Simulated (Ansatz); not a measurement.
# Elastic response of glassy 73SiO2-11CaO-11MgO-5SnO2 (mol %) (122 atoms), part 2 of 3

Aim: relax glassy 73SiO2-11CaO-11MgO-5SnO2 (mol %) (122 atoms), then change its volume and shape to read moduli from the stress.

Ansatz 0.2.0; Kohn-Sham DFT, LDA, PAW (set soft_2), plane waves.

The cell: 32 Si, 5 Ca, 5 Mg, 2 Sn and 78 O. The quench rate of 50 K/ps far exceeds what a furnace or splat quench reaches. The network of bonds at the start is that of the classical potential that made the cell. The Brillouin zone is sampled at Γ only.

So far. Step 2 (Single point at the start): The r.m.s. force at the start is 1.2 eV/Å. Step 3 (Cell and atoms relaxed): The relaxation converged after 17 steps, with a largest force component of 0.038 eV/Å.

## Step 5: Volume -3 %

The relaxed cell is scaled evenly and the atoms are relaxed again; the stress at the end gives one point of P(V).

input.yaml

```yaml
crystal:
  lattice:
    - [11.79561, -0.11214, 0.00205]
    - [-0.11214, 11.38967, 0.02573]
    - [0.00205, 0.02573, 11.28332]
  atoms:
    [... the 122 atom lines of step 4 ...]
kpoints:
  mp_grid: { grid: [1, 1, 1] }
hamiltonian:
  xc: lda
scf:
  occupations: { method: gaussian, width: 0.025 }
output:
  forces: true
  eigenvalues: true
  stress: true
relax:
  f_tol: 0.05
  max_steps: 70
```

Command:

```
ansatz run input.yaml --threads 4 --pin off --max-ram 8192MiB --backend cpu --events-out ev --progress --plain --runs-dir out
```

The program printed:

```text
Warning: output.stress: scf.convergence.dr2_threshold = 1e-7 eV (the SCF's general default) is looser than the 1.08e-8 eV advised for a printed stress (1e-10 eV for each atom of the cell: 122, of which 108 are counted). What an SCF threshold leaves in a stress goes as its square root, and in the free energy as the threshold itself, and one threshold admits the most on a small cell: [...]
[...]
Crystal: 122 atoms, lattice volume = 1515.743 Å³
Basis set: ecut = 420 eV, 29617 PW (Γ)
Bands: 484, of which v1, the nominal top of the filled ones, is band 362 counted from 1 (361 counted from 0)
Symmetry: 1 space group operations
[...]
k-points: 1
[...]
SCF iter   1: F=—  HF=-93057.547561 eV  |F-HF|=—  |Δ(HF+E_count)|=         —  Δρ=1.40e-2  dr2=2.65e0  ethr=1.77e-3  ⟨swp⟩=7.0  Hψ=2449  notcnv=0  defer=103
[...]
SCF iter   6: F=—  HF=-93056.730959 eV  |F-HF|=—  |Δ(HF+E_count)|=   8.76e-5  Δρ=6.80e-5  dr2=7.80e-5  ethr=6.17e-8  ⟨swp⟩=2.0  Hψ=613  notcnv=0  defer=116
SCF iter   7: F=-93056.730971 eV  HF=-93056.730977 eV  |F-HF|=5.95e-6  |Δ(HF+E_count)|=   1.79e-5  Δρ=3.54e-5  dr2=1.75e-5  ethr=8.63e-9  ⟨swp⟩=16.0  Hψ=3205  notcnv=0
SCF 1 converged in 7 iterations: F = -93056.730971 eV  dr2 = 1.75e-5
[...]
relax step   1: F+E_penalty+E_count = -93056.73097078 eV  Δ(F+E_penalty+E_count) = +0.000e0 eV  max|allowed force component| = 6.102e-1 eV/Å  Δτ_max = 0.0000 Å  (7 SCF iters, dr2 threshold 6.25e-5 eV, accepted)
[...]
relax step   2: F+E_penalty+E_count = -93057.03242994 eV  Δ(F+E_penalty+E_count) = -3.015e-1 eV  max|allowed force component| = 3.424e-1 eV/Å  Δτ_max = 0.0534 Å  (6 SCF iters, dr2 threshold 2.33e-5 eV, accepted)
[...]
relax step   3: F+E_penalty+E_count = -93057.23780028 eV  Δ(F+E_penalty+E_count) = -2.054e-1 eV  max|allowed force component| = 1.942e-1 eV/Å  Δτ_max = 0.0744 Å  (7 SCF iters, dr2 threshold 7.33e-6 eV, accepted)
relax step   4: F+E_penalty+E_count = -93057.11905330 eV  Δ(F+E_penalty+E_count) = +1.187e-1 eV  max|allowed force component| = 8.121e-1 eV/Å  Δτ_max = 0.2000 Å  (7 SCF iters, dr2 threshold 1.19e-5 eV, rejected (line search))
relax step   5: F+E_penalty+E_count = -93057.33055130 eV  Δ(F+E_penalty+E_count) = -9.275e-2 eV  max|allowed force component| = 1.351e-1 eV/Å  Δτ_max = 0.0977 Å  (10 SCF iters, accepted)
relax step   6: F+E_penalty+E_count = -93057.36608093 eV  Δ(F+E_penalty+E_count) = -3.553e-2 eV  max|allowed force component| = 1.382e-1 eV/Å  Δτ_max = 0.1000 Å  (7 SCF iters, dr2 threshold 5.87e-6 eV, accepted)
relax step   7: F+E_penalty+E_count = -93057.39752801 eV  Δ(F+E_penalty+E_count) = -3.145e-2 eV  max|allowed force component| = 1.441e-1 eV/Å  Δτ_max = 0.1468 Å  (7 SCF iters, dr2 threshold 9.25e-6 eV, accepted)
relax step   8: F+E_penalty+E_count = -93057.40141869 eV  Δ(F+E_penalty+E_count) = -3.891e-3 eV  max|allowed force component| = 2.899e-1 eV/Å  Δτ_max = 0.0494 Å  (5 SCF iters, dr2 threshold 2.08e-5 eV, accepted)
relax step   9: F+E_penalty+E_count = -93057.30359013 eV  Δ(F+E_penalty+E_count) = +9.783e-2 eV  max|allowed force component| = 3.805e-1 eV/Å  Δτ_max = 0.1782 Å  (6 SCF iters, dr2 threshold 8.40e-5 eV, rejected (line search))
relax step  10: F+E_penalty+E_count = -93057.41924724 eV  Δ(F+E_penalty+E_count) = -1.783e-2 eV  max|allowed force component| = 8.022e-2 eV/Å  Δτ_max = 0.0592 Å  (9 SCF iters, accepted)
relax step  11: F+E_penalty+E_count = -93057.41156430 eV  Δ(F+E_penalty+E_count) = +7.683e-3 eV  max|allowed force component| = 2.425e-1 eV/Å  Δτ_max = 0.1000 Å  (9 SCF iters, rejected (line search))
relax step  12: F+E_penalty+E_count = -93057.42730769 eV  Δ(F+E_penalty+E_count) = -8.060e-3 eV  max|allowed force component| = 9.931e-2 eV/Å  Δτ_max = 0.0487 Å  (8 SCF iters, accepted)
relax step  13: F+E_penalty+E_count = -93057.43019102 eV  Δ(F+E_penalty+E_count) = -2.883e-3 eV  max|allowed force component| = 8.015e-2 eV/Å  Δτ_max = 0.0500 Å  (8 SCF iters, accepted)
relax step  14: F+E_penalty+E_count = -93057.43144612 eV  Δ(F+E_penalty+E_count) = -1.255e-3 eV  max|allowed force component| = 4.219e-2 eV/Å  Δτ_max = 0.0372 Å  (5 SCF iters, dr2 threshold 4.18e-6 eV, accepted)
[...]
relax step  15: F+E_penalty+E_count = -93057.43144694 eV  Δ(F+E_penalty+E_count) = -8.217e-7 eV  max|allowed force component| = 4.221e-2 eV/Å  Δτ_max = 0.0000 Å  (4 SCF iters, accepted)
SCF converged after 4 iterations
Free energy (F): -93057.431447 eV
[...]
Internal energy: -93057.431447 eV  (E = F + TS)
E sigma→0 (E₀):  -93057.431447 eV
Fermi energy:    6.138467 eV
[...]
Σ components = -93057.431447   (vs F -93057.431447, Δ=0.00e0)
--- Forces (eV/Å), atoms counted from 1 ---
  atom   1  Si     0.00080192    -0.01064037     0.02257041
  atom   2  Si     0.00267240    -0.02728481    -0.00967993
  atom   3  Si     0.01286986    -0.00111586    -0.00512551
  atom   4  Si     0.02446123     0.00091023     0.02435984
[...]
atom 122  O     -0.01417282     0.00127789    -0.01458742
  max |Σ_I F_I| component: 1.02e-4 eV/Å
--- Stress (GPa, compression-positive) ---
        1.243359       0.182740      -0.124903
        0.182740       1.384284       0.341721
       -0.124903       0.341721       1.363777
  P = ⅓ Tr σ = 1.3305 GPa (13.305 kbar)
--- Band table (eV) ---
[...]
--- Relaxed structure (15 steps of the walk, 12 accepted, 0 SCFs on fresh bases) ---
  F+E_penalty+E_count = -93057.43144694 eV   max|allowed force component| = 4.221e-2 eV/Å
  atoms:
    - { symbol: Si, position: [0.320999, 0.509784, 0.610119] }
    - { symbol: Si, position: [0.045835, 0.683103, 0.461409] }
    - { symbol: Si, position: [0.473915, 0.954162, 0.719508] }
    - { symbol: Si, position: [0.215944, 0.381719, 0.922338] }
[...]
- { symbol: O, position: [0.035310, 0.627263, 0.973468] }
```

Wall time 2 min (4 threads of AMD EPYC 9R45, shared host); peak memory 2.3 GiB; 7.3 min of CPU time.

The program notes that the SCF threshold is loose for the stress.

The relaxation converged after 15 steps, 0.700 eV below its start, with a largest force component of 0.042 eV/Å.

Volume -3 %: the energy stands 0.121 eV above that of the reference, at a pressure of 1.33 GPa.

## Step 6: Volume +3 %

The relaxed cell is scaled to another volume.

Input and log are left out; they have the form of those shown for this kind of step.

Wall time 75 s (4 threads of AMD EPYC 9R45, shared host); peak memory 2.4 GiB.

The relaxation converged after 9 steps, 0.504 eV below its start, with a largest force component of 0.034 eV/Å.

Volume +3 %: the energy stands 0.217 eV above that of the reference, at a pressure of -1.53 GPa.

## Step 7: Volume -6 %

The relaxed cell is scaled to another volume.

input.yaml, the sections that differ from step 5:

```yaml
crystal:
  lattice:
    - [11.67273, -0.11097, 0.00203]
    - [-0.11097, 11.27102, 0.02546]
    - [0.00203, 0.02546, 11.16577]
  atoms:
    [... the 122 atom lines of step 4 ...]
# kpoints, hamiltonian, scf, output, relax: as in step 5
```

The program printed:

```text
[...]
Crystal: 122 atoms, lattice volume = 1468.863 Å³
Basis set: ecut = 420 eV, 28707 PW (Γ)
Bands: 484, of which v1, the nominal top of the filled ones, is band 362 counted from 1 (361 counted from 0)
Symmetry: 1 space group operations
[...]
k-points: 1
[...]
SCF iter   1: F=—  HF=-93054.868992 eV  |F-HF|=—  |Δ(HF+E_count)|=         —  Δρ=1.41e-2  dr2=2.56e0  ethr=1.77e-3  ⟨swp⟩=7.0  Hψ=2459  notcnv=0  defer=102
[...]
SCF iter   6: F=—  HF=-93054.069288 eV  |F-HF|=—  |Δ(HF+E_count)|=   7.66e-5  Δρ=6.57e-5  dr2=6.57e-5  ethr=5.35e-8  ⟨swp⟩=2.0  Hψ=613  notcnv=0  defer=116
SCF iter   7: F=-93054.069294 eV  HF=-93054.069298 eV  |F-HF|=3.77e-6  |Δ(HF+E_count)|=   9.82e-6  Δρ=3.08e-5  dr2=1.31e-5  ethr=8.63e-9  ⟨swp⟩=16.0  Hψ=3021  notcnv=0
SCF 1 converged in 7 iterations: F = -93054.069294 eV  dr2 = 1.31e-5
[...]
relax step   1: F+E_penalty+E_count = -93054.06929444 eV  Δ(F+E_penalty+E_count) = +0.000e0 eV  max|allowed force component| = 1.289e0 eV/Å  Δτ_max = 0.0000 Å  (7 SCF iters, dr2 threshold 6.25e-5 eV, accepted)
[...]
relax step   2: F+E_penalty+E_count = -93055.30871146 eV  Δ(F+E_penalty+E_count) = -1.239e0 eV  max|allowed force component| = 7.156e-1 eV/Å  Δτ_max = 0.1015 Å  (6 SCF iters, dr2 threshold 1.00e-4 eV, accepted)
[...]
relax step   3: F+E_penalty+E_count = -93056.16180470 eV  Δ(F+E_penalty+E_count) = -8.531e-1 eV  max|allowed force component| = 4.079e-1 eV/Å  Δτ_max = 0.1462 Å  (7 SCF iters, dr2 threshold 3.20e-5 eV, accepted)
relax step   4: F+E_penalty+E_count = -93056.43108718 eV  Δ(F+E_penalty+E_count) = -2.693e-1 eV  max|allowed force component| = 7.304e-1 eV/Å  Δτ_max = 0.2000 Å  (7 SCF iters, dr2 threshold 5.13e-5 eV, accepted)
relax step   5: F+E_penalty+E_count = -93056.55657280 eV  Δ(F+E_penalty+E_count) = -1.255e-1 eV  max|allowed force component| = 5.151e-1 eV/Å  Δτ_max = 0.1348 Å  (6 SCF iters, dr2 threshold 1.00e-4 eV, accepted)
relax step   6: F+E_penalty+E_count = -93056.56555539 eV  Δ(F+E_penalty+E_count) = -8.983e-3 eV  max|allowed force component| = 8.211e-1 eV/Å  Δτ_max = 0.2000 Å  (6 SCF iters, dr2 threshold 1.00e-4 eV, accepted)
relax step   7: F+E_penalty+E_count = -93056.67816199 eV  Δ(F+E_penalty+E_count) = -1.126e-1 eV  max|allowed force component| = 4.696e-1 eV/Å  Δτ_max = 0.2000 Å  (6 SCF iters, dr2 threshold 1.00e-4 eV, accepted)
relax step   8: F+E_penalty+E_count = -93056.74960537 eV  Δ(F+E_penalty+E_count) = -7.144e-2 eV  max|allowed force component| = 3.843e-1 eV/Å  Δτ_max = 0.2000 Å  (7 SCF iters, dr2 threshold 7.22e-5 eV, accepted)
relax step   9: F+E_penalty+E_count = -93056.83474807 eV  Δ(F+E_penalty+E_count) = -8.514e-2 eV  max|allowed force component| = 1.234e-1 eV/Å  Δτ_max = 0.0868 Å  (6 SCF iters, dr2 threshold 4.83e-5 eV, accepted)
relax step  10: F+E_penalty+E_count = -93056.84195121 eV  Δ(F+E_penalty+E_count) = -7.203e-3 eV  max|allowed force component| = 1.387e-1 eV/Å  Δτ_max = 0.0189 Å  (8 SCF iters, accepted)
relax step  11: F+E_penalty+E_count = -93056.83936918 eV  Δ(F+E_penalty+E_count) = +2.582e-3 eV  max|allowed force component| = 1.830e-1 eV/Å  Δτ_max = 0.0489 Å  (8 SCF iters, rejected (line search))
relax step  12: F+E_penalty+E_count = -93056.84447391 eV  Δ(F+E_penalty+E_count) = -2.523e-3 eV  max|allowed force component| = 8.580e-2 eV/Å  Δτ_max = 0.0146 Å  (8 SCF iters, accepted)
relax step  13: F+E_penalty+E_count = -93056.84566791 eV  Δ(F+E_penalty+E_count) = -1.194e-3 eV  max|allowed force component| = 3.187e-2 eV/Å  Δτ_max = 0.0081 Å  (5 SCF iters, dr2 threshold 2.82e-6 eV, accepted)
[...]
relax step  14: F+E_penalty+E_count = -93056.84566804 eV  Δ(F+E_penalty+E_count) = -1.334e-7 eV  max|allowed force component| = 3.187e-2 eV/Å  Δτ_max = 0.0000 Å  (3 SCF iters, accepted)
SCF converged after 3 iterations
Free energy (F): -93056.845668 eV
[...]
Internal energy: -93056.845668 eV  (E = F + TS)
E sigma→0 (E₀):  -93056.845668 eV
Fermi energy:    6.494720 eV
[...]
Σ components = -93056.845668   (vs F -93056.845668, Δ=0.00e0)
--- Forces (eV/Å), atoms counted from 1 ---
  atom   1  Si     0.00136035     0.00662002    -0.00348490
  atom   2  Si     0.00152761     0.00654629     0.00522827
  atom   3  Si    -0.00530018     0.00592809     0.00268286
  atom   4  Si    -0.01070607    -0.01989243     0.00077733
[...]
atom 122  O      0.00076754    -0.00552135    -0.00248552
  max |Σ_I F_I| component: 2.73e-4 eV/Å
--- Stress (GPa, compression-positive) ---
        2.747029       0.278670      -0.218359
        0.278670       3.242387       0.498700
       -0.218359       0.498700       2.903256
  P = ⅓ Tr σ = 2.9642 GPa (29.642 kbar)
--- Band table (eV) ---
[...]
--- Relaxed structure (14 steps of the walk, 13 accepted, 0 SCFs on fresh bases) ---
  F+E_penalty+E_count = -93056.84566804 eV   max|allowed force component| = 3.187e-2 eV/Å
  atoms:
    - { symbol: Si, position: [0.325319, 0.496726, 0.618933] }
    - { symbol: Si, position: [0.045056, 0.684238, 0.464683] }
    - { symbol: Si, position: [0.471565, 0.954600, 0.716117] }
    - { symbol: Si, position: [0.216679, 0.379372, 0.925717] }
[...]
- { symbol: O, position: [0.032290, 0.619857, 0.974778] }
```

It took 98 s on 4 threads; peak memory 2.2 GiB.

The relaxation converged after 14 steps, 2.78 eV below its start, with a largest force component of 0.032 eV/Å.

Volume -6 %: the energy stands 0.706 eV above that of the reference, at a pressure of 2.96 GPa.

## Step 8: Volume +6 %

The relaxed cell is scaled to another volume.

Input and log are left out; they have the form of those shown for this kind of step.

It took 2.2 min on 4 threads of AMD EPYC 9R45, shared host; peak memory 2.4 GiB; 8.4 min of CPU time.

The relaxation converged after 17 steps, 2.02 eV below its start, with a largest force component of 0.044 eV/Å.

Volume +6 %: the energy stands 0.783 eV above that of the reference, at a pressure of -2.60 GPa.

## Step 9: Volume -10 %

The relaxed cell is scaled to another volume.

input.yaml, the sections that differ from step 7:

```yaml
crystal:
  lattice:
    - [11.50475, -0.10937, 0.002]
    - [-0.10937, 11.10882, 0.02509]
    - [0.002, 0.02509, 11.00509]
  atoms:
    [... the 122 atom lines of step 4 ...]
# kpoints, hamiltonian, scf, output, relax: as in step 7
```

The program printed:

```text
[...]
Crystal: 122 atoms, lattice volume = 1406.358 Å³
Basis set: ecut = 420 eV, 27525 PW (Γ)
Bands: 484, of which v1, the nominal top of the filled ones, is band 362 counted from 1 (361 counted from 0)
Symmetry: 1 space group operations
[...]
k-points: 1
[...]
SCF iter   1: F=—  HF=-93047.930286 eV  |F-HF|=—  |Δ(HF+E_count)|=         —  Δρ=1.43e-2  dr2=2.46e0  ethr=1.77e-3  ⟨swp⟩=8.0  Hψ=2523  notcnv=0  defer=98
[...]
SCF iter   5: F=—  HF=-93047.140678 eV  |F-HF|=—  |Δ(HF+E_count)|=   9.08e-4  Δρ=1.49e-4  dr2=3.35e-4  ethr=6.03e-7  ⟨swp⟩=2.0  Hψ=821  notcnv=0  defer=117
SCF iter   6: F=-93047.140725 eV  HF=-93047.140732 eV  |F-HF|=6.91e-6  |Δ(HF+E_count)|=   5.48e-5  Δρ=5.76e-5  dr2=4.91e-5  ethr=8.63e-9  ⟨swp⟩=15.0  Hψ=3465  notcnv=0
SCF 1 converged in 6 iterations: F = -93047.140725 eV  dr2 = 4.91e-5
[...]
relax step   1: F+E_penalty+E_count = -93047.14072547 eV  Δ(F+E_penalty+E_count) = +0.000e0 eV  max|allowed force component| = 2.320e0 eV/Å  Δτ_max = 0.0000 Å  (6 SCF iters, dr2 threshold 6.25e-5 eV, accepted)
[...]
relax step   2: F+E_penalty+E_count = -93050.75936586 eV  Δ(F+E_penalty+E_count) = -3.619e0 eV  max|allowed force component| = 1.294e0 eV/Å  Δτ_max = 0.1589 Å  (6 SCF iters, dr2 threshold 1.00e-4 eV, accepted)
[...]
relax step   3: F+E_penalty+E_count = -93053.25575862 eV  Δ(F+E_penalty+E_count) = -2.496e0 eV  max|allowed force component| = 7.270e-1 eV/Å  Δτ_max = 0.1957 Å  (7 SCF iters, dr2 threshold 1.00e-4 eV, accepted)
relax step   4: F+E_penalty+E_count = -93054.14897540 eV  Δ(F+E_penalty+E_count) = -8.932e-1 eV  max|allowed force component| = 1.195e0 eV/Å  Δτ_max = 0.2000 Å  (7 SCF iters, dr2 threshold 1.00e-4 eV, accepted)
relax step   5: F+E_penalty+E_count = -93054.36978422 eV  Δ(F+E_penalty+E_count) = -2.208e-1 eV  max|allowed force component| = 4.432e-1 eV/Å  Δτ_max = 0.0964 Å  (6 SCF iters, dr2 threshold 1.00e-4 eV, accepted)
relax step   6: F+E_penalty+E_count = -93054.70367826 eV  Δ(F+E_penalty+E_count) = -3.339e-1 eV  max|allowed force component| = 6.050e-1 eV/Å  Δτ_max = 0.2000 Å  (7 SCF iters, dr2 threshold 2.70e-5 eV, accepted)
relax step   7: F+E_penalty+E_count = -93054.83616300 eV  Δ(F+E_penalty+E_count) = -1.325e-1 eV  max|allowed force component| = 4.111e-1 eV/Å  Δτ_max = 0.1839 Å  (7 SCF iters, dr2 threshold 5.04e-5 eV, accepted)
relax step   8: F+E_penalty+E_count = -93054.99223295 eV  Δ(F+E_penalty+E_count) = -1.561e-1 eV  max|allowed force component| = 2.260e-1 eV/Å  Δτ_max = 0.2000 Å  (6 SCF iters, dr2 threshold 7.81e-5 eV, accepted)
relax step   9: F+E_penalty+E_count = -93055.03209217 eV  Δ(F+E_penalty+E_count) = -3.986e-2 eV  max|allowed force component| = 3.867e-1 eV/Å  Δτ_max = 0.0860 Å  (6 SCF iters, dr2 threshold 1.54e-5 eV, accepted)
relax step  10: F+E_penalty+E_count = -93055.05298964 eV  Δ(F+E_penalty+E_count) = -2.090e-2 eV  max|allowed force component| = 2.513e-1 eV/Å  Δτ_max = 0.0533 Å  (5 SCF iters, dr2 threshold 4.52e-5 eV, accepted)
relax step  11: F+E_penalty+E_count = -93055.07383921 eV  Δ(F+E_penalty+E_count) = -2.085e-2 eV  max|allowed force component| = 9.381e-2 eV/Å  Δτ_max = 0.0720 Å  (6 SCF iters, dr2 threshold 2.67e-5 eV, accepted)
[...]
relax step  12: F+E_penalty+E_count = -93055.07939830 eV  Δ(F+E_penalty+E_count) = -5.559e-3 eV  max|allowed force component| = 3.829e-2 eV/Å  Δτ_max = 0.0178 Å  (7 SCF iters, accepted)
SCF converged after 7 iterations
Free energy (F): -93055.079398 eV
[...]
Internal energy: -93055.079398 eV  (E = F + TS)
E sigma→0 (E₀):  -93055.079398 eV
Fermi energy:    7.054971 eV
[...]
Σ components = -93055.079398   (vs F -93055.079398, Δ=0.00e0)
--- Forces (eV/Å), atoms counted from 1 ---
  atom   1  Si     0.00655563     0.01094205     0.00343119
  atom   2  Si     0.00478030     0.00059866    -0.00709104
  atom   3  Si     0.00135967     0.00480425     0.00667505
  atom   4  Si     0.00013412    -0.00462240    -0.01494685
[...]
atom 122  O      0.00983044    -0.00361917    -0.00563421
  max |Σ_I F_I| component: 3.21e-4 eV/Å
--- Stress (GPa, compression-positive) ---
        5.933491       0.442035      -0.193585
        0.442035       6.799648       0.617718
       -0.193585       0.617718       6.009267
  P = ⅓ Tr σ = 6.2475 GPa (62.475 kbar)
--- Band table (eV) ---
[...]
--- Relaxed structure (12 steps of the walk, 12 accepted, 0 SCFs on fresh bases) ---
  F+E_penalty+E_count = -93055.07939830 eV   max|allowed force component| = 3.829e-2 eV/Å
  atoms:
    - { symbol: Si, position: [0.322447, 0.491694, 0.626405] }
    - { symbol: Si, position: [0.042509, 0.686306, 0.466573] }
    - { symbol: Si, position: [0.468995, 0.956349, 0.713555] }
    - { symbol: Si, position: [0.218381, 0.376914, 0.928186] }
[...]
- { symbol: O, position: [0.030264, 0.608690, 0.975755] }
```

Run time: 83 s. Hardware: 4 threads; peak memory 2.2 GiB; 5.1 min of CPU time.

The relaxation converged after 12 steps, 7.94 eV below its start, with a largest force component of 0.038 eV/Å.

Volume -10 %: the energy stands 2.47 eV above that of the reference, at a pressure of 6.25 GPa.

[end of part 2 of 3]

[Long decimals in the printed logs are rounded to 6 places.]

[Logs are printed without paths, hosts, clocks, repeated set-up lines and the standing remarks that a program may print on its own settings, such as how far it seeks lower states.]

[Hosts, paths, dates, database ids (printed as entryN), source tags and the programs' standing remarks are cut or masked in the printed files.]
